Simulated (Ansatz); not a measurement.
# CsCu2I3 (Cmcm): converging the G0W0 gap, part 2 of 2

How do accuracy and time trade against each other in G0W0 on CsCu2I3 (Cmcm)?

Ansatz 0.2.0; G0W0 on r2SCAN, plane waves, PAW. Known limits of the many-body steps: not at the basis limit; d shell near the gap, gap tends to lie low; no spin-orbit coupling; coarse k mesh.

So far. Step 4 (961 empty bands, screening to 100 eV): Against the run with 2×2×2 mesh, 447 empty bands, screening to 60 eV, the gap moves by −0.27 eV.

In doubt: one-shot GW on d or f shells is unsure (steps 2, 3, 4, 5, 6), so the values of those runs are not to be relied on.

**5. Changing the frequency model: 2×2×2 mesh, 447 empty bands, screening to 60 eV, plasmon pole**

A plasmon pole stands in for the full frequency dependence of the screening; this run shows what that costs in accuracy. Bands and cutoff differ from the step before, so it is read against an earlier run that matches them.

input.yaml

```yaml
crystal:
  lattice:
    - [5.27395, -6.58625, 0.0]
    - [5.27395, 6.58625, 0.0]
    - [0.0, 0.0, 6.09718]
  atoms:
    - { symbol: Cs, position: [0.3278, 0.6722, 0.25] }
    - { symbol: Cs, position: [0.6722, 0.3278, 0.75] }
    - { symbol: Cu, position: [0.851, 0.851, 0.0] }
    - { symbol: Cu, position: [0.149, 0.149, 0.5] }
    - { symbol: Cu, position: [0.149, 0.149, 0.0] }
    - { symbol: Cu, position: [0.851, 0.851, 0.5] }
    - { symbol: I, position: [0.8796, 0.1204, 0.25] }
    - { symbol: I, position: [0.1204, 0.8796, 0.75] }
    - { symbol: I, position: [0.836, 0.598, 0.25] }
    - { symbol: I, position: [0.164, 0.402, 0.75] }
    - { symbol: I, position: [0.598, 0.836, 0.75] }
    - { symbol: I, position: [0.402, 0.164, 0.25] }
kpoints:
  mp_grid: { grid: [2, 2, 2] }
hamiltonian:
  xc: r2scan
scf:
  occupations: { method: fixed }
gw:
  n_empty_bands: 447
  ecut_chi: 60
  qp_bands: [v4, c4]
  qp_kpoints: band_edges
  screening: { model: godby_needs }
```

The run is started by

```console
$ ansatz run input.yaml --threads 24 --pin off --max-ram 82944MiB --backend cuda --events-out ev --progress --plain --runs-dir out --devices 1 --max-vram 78GiB
```

Numbers of over 12 decimals in the logs are rounded to 6 here.

What it wrote:

```text
GPUs: using 1 of 1 available (devices: 1).
[...]
Crystal: 12 atoms, lattice volume = 423.578 Å³
Basis set: ecut = 500 eV, 10765 PW (Γ), exchange–correlation on 256×256×180 points (64 copies of the dense FFT grid, shifted against one another)
Bands: 118, of which v1, the nominal top of the filled ones, is band 98 counted from 1 (97 counted from 0)
Symmetry: 8 space group operations
[...]
k-points: 6 of 8
[...]
0   101      9.6592    -7.8597    -3.3111   -11.8778  0.8293    10.3691    10.3662  root
     0   102      9.6776    -8.5271    -3.4892   -12.8665  0.8255    10.5322    10.5279  root
[...]
5    99     10.4051    -7.9325    -3.6898   -12.4676  0.8263    11.2547    11.2504  root
     5   100     10.4051    -7.9325    -3.6898   -12.4676  0.8263    11.2547    11.2504  root
     5   101     10.5910    -8.5749    -3.7413   -13.2309  0.8232    11.5113    11.5058  root
     5   102     10.5910    -8.5749    -3.7413   -13.2309  0.8232    11.5113    11.5058  root
[key lines of the parts left out:]
SCF converged after 9 iterations
```

The job ended after 7.7 s (1 × NVIDIA GB200 (shared by 2 runs) with 24 threads of Arm Neoverse V2, shared host; peak memory 3.2 GiB; 43 s of CPU time).

Numbers from this step:

```
bands summed                                 : 545
plasmon-pole fit frequency                   : 25.26 eV
RPA ε∞ on this mesh (eigenvalues)            : 3.807, 3.884, 3.940
plane waves in the screening matrix          : 461
G0W0 gap on the mesh                         : 3.638 eV
k of the valence top                         : 0, 0, 0
k of the conduction bottom                   : 0, 0, 0
starting gap on the mesh                     : 2.496 eV
least direct G0W0 gap on the computed points : 3.638 eV
```

Against the run with 2×2×2 mesh, 447 empty bands, screening to 60 eV, the gap moves by +0.009 eV.

**6. Changing the files: 2×2×2 mesh, 447 empty bands, screening to 60 eV, hard PAW files**

Other atomic data (hard PAW) test the pseudisation: the cutoff goes from 500 to 700 eV, with the same valence electrons.

Edit input.yaml of step 5 so:

```diff
@@ -22,2 +22,3 @@
   xc: r2scan
+  pseudopotentials: { kind: paw, source: ansatz }
 scf:
@@ -29,2 +30,2 @@
   qp_kpoints: band_edges
-  screening: { model: godby_needs }
+  screening: { model: contour_deformation }
```

What it wrote:

```text
GPUs: using 1 of 1 available (devices: 1).
[...]
Crystal: 12 atoms, lattice volume = 423.578 Å³
Basis set: ecut = 700 eV, 17801 PW (Γ), exchange–correlation on 300×300×216 points (64 copies of the dense FFT grid, shifted against one another)
Bands: 118, of which v1, the nominal top of the filled ones, is band 98 counted from 1 (97 counted from 0)
Symmetry: 8 space group operations
[...]
k-points: 6 of 8
[...]
0   101      9.7219    -7.8488    -3.3105   -11.8627  0.8112    10.4317    10.4252  root
     0   102      9.7409    -8.5149    -3.4876   -12.8496  0.8073    10.5976    10.5880  root
[...]
5    99     10.4689    -7.9180    -3.7040   -12.4525  0.8057    11.3100    11.2994  root
     5   100     10.4689    -7.9180    -3.7040   -12.4525  0.8057    11.3100    11.2994  root
     5   101     10.6554    -8.5637    -3.7584   -13.2182  0.8017    11.5642    11.5514  root
     5   102     10.6554    -8.5637    -3.7584   -13.2182  0.8017    11.5642    11.5514  root
[key lines of the parts left out:]
SCF converged after 10 iterations
```

Run time: 13 s. Hardware: 1 × NVIDIA GB200 (shared by 2 runs) with 24 threads; peak memory 4.5 GiB; 40 s of CPU time.

This step gave:

* bands summed: 545
* RPA ε∞ on this mesh (eigenvalues): 3.809, 3.886, 3.941
* plane waves in the screening matrix: 461
* G0W0 gap on the mesh: 3.645 eV
* k of the valence top: 0, 0, 0
* k of the conduction bottom: 0, 0, 0
* starting gap on the mesh: 2.494 eV
* least direct G0W0 gap on the computed points: 3.645 eV

Against the run with 2×2×2 mesh, 447 empty bands, screening to 60 eV, the gap moves by +0.016 eV.

**7. The runs together**

Times are wall times on 1 × NVIDIA GB200 (shared by 2 runs) with 24 threads of Arm Neoverse V2, shared host, good to a factor of about two.

| mesh | files | frequency | bands summed | cutoff (eV) | start (eV) | G0W0 (eV) | time | host memory (GiB) |
| --- | --- | --- | --- | --- | --- | --- | --- | --- |
| 2×2×2 | default PAW | contour deformation | 256 | 30 | 2.496 | 4.373 | 6.4 s | 2.4 |
| 2×2×2 | default PAW | contour deformation | 545 | 60 | 2.496 | 3.629 | 8.4 s | 3.2 |
| 2×2×2 | default PAW | contour deformation | 1059 | 100 | 2.496 | 3.354 | 14 s | 4.8 |
| 2×2×2 | default PAW | plasmon pole | 545 | 60 | 2.496 | 3.638 | 7.7 s | 3.2 |
| 2×2×2 | hard PAW | contour deformation | 545 | 60 | 2.494 | 3.645 | 13 s | 4.5 |

How the two edges are built up, in eV (the quasiparticle level is the starting level plus Σx plus Σc less Vxc):

| run | edge | start | Σx | Σc | Vxc | Z | QP |
| --- | --- | --- | --- | --- | --- | --- | --- |
| 256 bands | valence top | 6.24 | -34.91 | 4.65 | -29.15 | 0.75 | 5.13 |
| 256 bands | conduction bottom | 8.74 | -6.80 | -3.13 | -10.69 | 0.83 | 9.50 |
| 545 bands | valence top | 6.24 | -34.91 | 5.11 | -29.15 | 0.74 | 5.59 |
| 545 bands | conduction bottom | 8.74 | -6.80 | -3.41 | -10.69 | 0.82 | 9.22 |
| 1059 bands | valence top | 6.24 | -34.91 | 5.19 | -29.15 | 0.74 | 5.68 |
| 1059 bands | conduction bottom | 8.74 | -6.80 | -3.60 | -10.69 | 0.82 | 9.03 |

**8. What came out**

```json
{"256 bands, 30 eV": "4.373 eV", "545 bands, 60 eV": "3.629 eV", "1059 bands, 100 eV": "3.354 eV", "estimated limit in bands and cutoff": "3.06 eV", "mesh and start": "2×2×2, r2SCAN"}
```

A line in one over the bands through the two highest rungs gives 3.06 eV, −0.29 eV from the top rung; the pair below gives 2.97 eV, in fair agreement. The rungs stand 1.31 eV (256 bands), 0.57 eV (545 bands) and 0.29 eV (1059 bands) from it. From 256 to 1059 bands the gap moves by −1.02 eV while the time grows 2.2-fold. Σc changes by +0.55 eV at the valence top and −0.47 eV at the conduction bottom, so both edges matter. The plasmon-pole model gives +0.01 eV against contour deformation, 1 % of the correction, and saved no time in this program. Hard PAW files move the gap by +0.02 eV at equal bands and cutoff, −0.002 eV of it in the start. The 2×2×2 mesh is coarse for this cell (its supercell is 12 Å along the shortest edge). The RPA ε∞ on it, from the r2SCAN start, is 3.81, 3.88 and 3.94; such meshes misread the long-range screening, most where the gap is narrow. A d shell, filled or nearly so, lies near the gap. One-shot GW converges very slowly in bands there, not always from below, and on a semilocal start the gap tends to come out low; starts rich in exact exchange can overshoot instead. The many-body steps are scalar-relativistic: spin-orbit coupling is not in them.

[Paths, hosts, dates, memory and timing lines, banners, echoed tables and standing remarks are left out of the program output.]

[Logs are printed without paths, hosts, clocks, repeated set-up lines and the standing remarks that a program may print on its own settings, such as how far it seeks lower states.]

[Runs of the session that timed out or met a known fault of the program may be left out.]

[Cells called generated may have been cut or substituted from an entry of the Crystallography Open Database or the Materials Project.]

[Hosts, paths, dates, database ids (printed as entryN), source tags and the programs' standing remarks are cut or masked in the printed files.]
